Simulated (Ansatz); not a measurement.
The crystal is Bi3B4As (ordered alloy, started on the zincblende lattice) (P-43m).

```yaml
crystal:
  lattice:
    - [5.33704, 0.00000, 0.00000]
    - [0.00000, 5.33704, 0.00000]
    - [0.00000, 0.00000, 5.33704]
  atoms:
    - { symbol: As, position: [0.00000, 0.00000, 0.00000] }
    - { symbol: B, position: [0.76703, 0.76703, 0.76703] }
    - { symbol: Bi, position: [0.50000, 0.50000, 0.00000] }
    - { symbol: B, position: [0.23297, 0.23297, 0.76703] }
    - { symbol: Bi, position: [0.50000, 0.00000, 0.50000] }
    - { symbol: B, position: [0.23297, 0.76703, 0.23297] }
    - { symbol: Bi, position: [0.00000, 0.50000, 0.50000] }
    - { symbol: B, position: [0.76703, 0.23297, 0.23297] }
```

The structure was relaxed with PBE. The runs that relaxed it are not among those shown. Spin-orbit coupling is left out unless a run names it. PAW set soft_2, made with PBE.

Gaps computed with Ansatz 0.2.0 without a self-energy: PBE 0.49 eV, r2SCAN 0.60 eV and HSE06 1.03 eV.

Q: Estimate the G0W0@PBE gap with 2×2×2 mesh, 398 empty bands, screening to 110 eV, default PAW files.

About 0.76 eV: on its mesh the run moves the gap from 0.48 eV by +0.28 eV. Among the scalar-relativistic levels given, r2SCAN is nearest (−0.16 eV). Bands and cutoff are finite, so the gap stands short of the basis limit, usually by up to a few tenths of an eV; the mesh is an error of its own. The 2×2×2 mesh is coarse for this cell (its supercell is 11 Å along the shortest edge). The RPA ε∞ on it, from the PBE start, is 61.90; such meshes misread the long-range screening, most where the gap is narrow. Where an edge is built on 6p states of lead, bismuth or thallium, scalar-relativistic gaps usually stand too wide, by a few tenths to over one eV. The RPA ε∞ on this mesh reaches over 25; with a narrow direct gap a coarse mesh can overstate it, and the correction is then too small. The many-body steps are scalar-relativistic: spin-orbit coupling is not in them.

[Long decimals in the printed logs are rounded to 6 places.]

[Logs are printed without paths, hosts, clocks, repeated set-up lines and the standing remarks that a program may print on its own settings, such as how far it seeks lower states.]

[Paths, hosts, dates, memory and timing lines, banners, echoed tables and standing remarks are left out of the program output; an Ansatz launch command may be rebuilt from the run's recorded settings. Measured values are a selection of at most five: reports struck by readers or far from the other reports are left out. None is set beside runs whose start may be inverted or whose files or cutoffs have a known fault.]

[Runs of the session that timed out or met a known fault of the program may be left out.]

[Cells called generated may have been cut or substituted from an entry of the Crystallography Open Database or the Materials Project.]

[Hosts, paths, dates, database ids (printed as entryN), source tags and the programs' standing remarks are cut or masked in the printed files.]

[Where the starting crystal was built by hand or by swapping elements, it need not be the compound's stable phase.]
